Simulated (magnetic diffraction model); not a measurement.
# Magnetic neutron pattern of Al₂Cr₂B₃

Space group R-3m (no. 166), a = 3.1090 Å, c = 23.6800 Å.

| site | atom | x | y | z |
| --- | --- | --- | --- | --- |
| 6c | Cr | 2/3 | 1/3 | 0.2057 |
| 6c | Al | 2/3 | 1/3 | 0.0373 |
| 3a | B | 0 | 0 | 0 |
| 6c | B | 2/3 | 1/3 | 0.1179 |

The compound is invented for this exercise: a known structure type with other elements, its cell scaled to their sizes and not relaxed.

Only Cr is taken to order (form factors of Cr2+); orders and moment sizes are assumed, and not adapted to the symmetry. Radiation: neutrons of λ = 1.594 Å (absorption by B left out), 1.5° to 75°; isotropic B of 0.64 Å² (Cr), 0.98 Å² (Al) and 0.99 Å² (B). The intensities are simulated: I ∝ L Σ (|F_N|² + |F_M⊥|²) for unpolarised neutrons, with F_M = 2.695 fm/μB × Σ f(s) S exp(2πi Q·r) exp(−B s²) at Q = H ± k (one set where k and −k are equivalent), only the part normal to Q counting and L = 1/(sin²θ cos θ). For a modulated order the moment at position r is S exp(−2πi k·r) + c.c., with S = m/2 for a sine wave of amplitude m and S = m(u + iv)/2 for moments turning in a plane, u and v being orthogonal unit vectors in it; the phase factor of the sum at Q = H + k is then exp(2πi H·r). Form factors are spin-only for 3d ions and dipole or tabulated for f ions, scattering lengths are Sears's of 1992, and absorption is left out. A label names one of the reflections at its angle. The strongest nuclear line in the range is 100, and lines under 0.2 are left out.

Assume the order k = (0 0 1/5), a sine wave with moments along [100] (amplitudes given), 2.46 μB on Cr; signs + at (2/3, 1/3, 0.2057), − at (0, 0, 0.1276).

Q: Where does magnetic intensity appear, and how strong is it?

```
2θ (°)       index  nuclear  magnetic
 10.81  (0 0 14/5)      0.0      20.5
 11.59     (0 0 3)      1.6       0.0
 12.37  (0 0 16/5)      0.0      15.3
 22.51  (0 0 29/5)      0.0       7.9
 23.30     (0 0 6)      4.6       0.0
 24.09  (0 0 31/5)      0.0       6.6
 34.46  (0 0 44/5)      0.0       1.4
 34.58   (1 0 4/5)      0.0       1.7
 34.66     (1 0 1)     38.2       0.0
 34.77   (1 0 6/5)      0.0       1.7
 35.17   (0 1 9/5)      0.0       3.2
 35.27     (0 0 9)     27.2       0.0
 35.34     (0 1 2)     34.0       0.0
 35.53  (0 1 11/5)      0.0       3.1
 36.08  (0 0 46/5)      0.0       1.2
 37.95     (1 0 4)     15.8       0.0
 39.42  (0 1 24/5)      0.0       1.4
 39.81     (0 1 5)      2.4       0.0
 40.23  (0 1 26/5)      0.0       1.4
 43.95  (1 0 34/5)      0.0       0.7
 44.46     (1 0 7)      9.2       0.0
 44.98  (1 0 36/5)      0.0       0.7
 47.17     (0 1 8)      7.0       0.0
 47.64    (0 0 12)     18.5       0.0
 52.62  (1 0 49/5)      0.0       0.9
 53.26    (1 0 10)     40.4       0.0
 53.91  (1 0 51/5)      0.0       0.8
 55.91  (0 1 54/5)      0.0       0.2
 56.59    (0 1 11)      8.9       0.0
 57.28  (0 1 56/5)      0.0       0.2
 60.64    (0 0 15)      1.6       0.0
 61.69     (1 1 0)    100.0       0.0
 62.84  (1 1 14/5)      0.0       0.2
 63.01     (1 1 3)      0.5       0.0
 63.03  (1 0 64/5)      0.0       0.3
 63.19  (1 1 16/5)      0.0       0.2
 63.78    (1 0 13)      7.3       0.0
 64.53  (1 0 66/5)      0.0       0.2
 66.54  (1 1 29/5)      0.0       0.4
 66.84  (0 1 69/5)      0.0       0.3
 66.88     (1 1 6)      3.6       0.0
 67.22  (1 1 31/5)      0.0       0.4
 67.62    (0 1 14)     43.8       0.0
 68.41  (0 1 71/5)      0.0       0.2
 72.74     (0 2 1)      9.6       0.0
 73.10     (1 1 9)     41.6       0.0
 73.14     (2 0 2)      8.6       0.0
 74.58    (0 0 18)      1.4       0.0
```
(The table stops after 48 lines; 1 more lie at higher angle.)

The strongest magnetic line in the range is (0 0 14/5) at 10.81° (20.5). On top of the Lorentz factor, which all lines share, magnetic lines fade with angle because f falls: for Cr2+ it is 0.88, 0.62, 0.37 and 0.09 at sin θ/λ = 0.1, 0.2, 0.3 and 0.5 Å⁻¹, while nuclear lengths stay constant. The order has no net moment.

[Logs are printed without paths, hosts, clocks, repeated set-up lines and the standing remarks that a program may print on its own settings, such as how far it seeks lower states.]
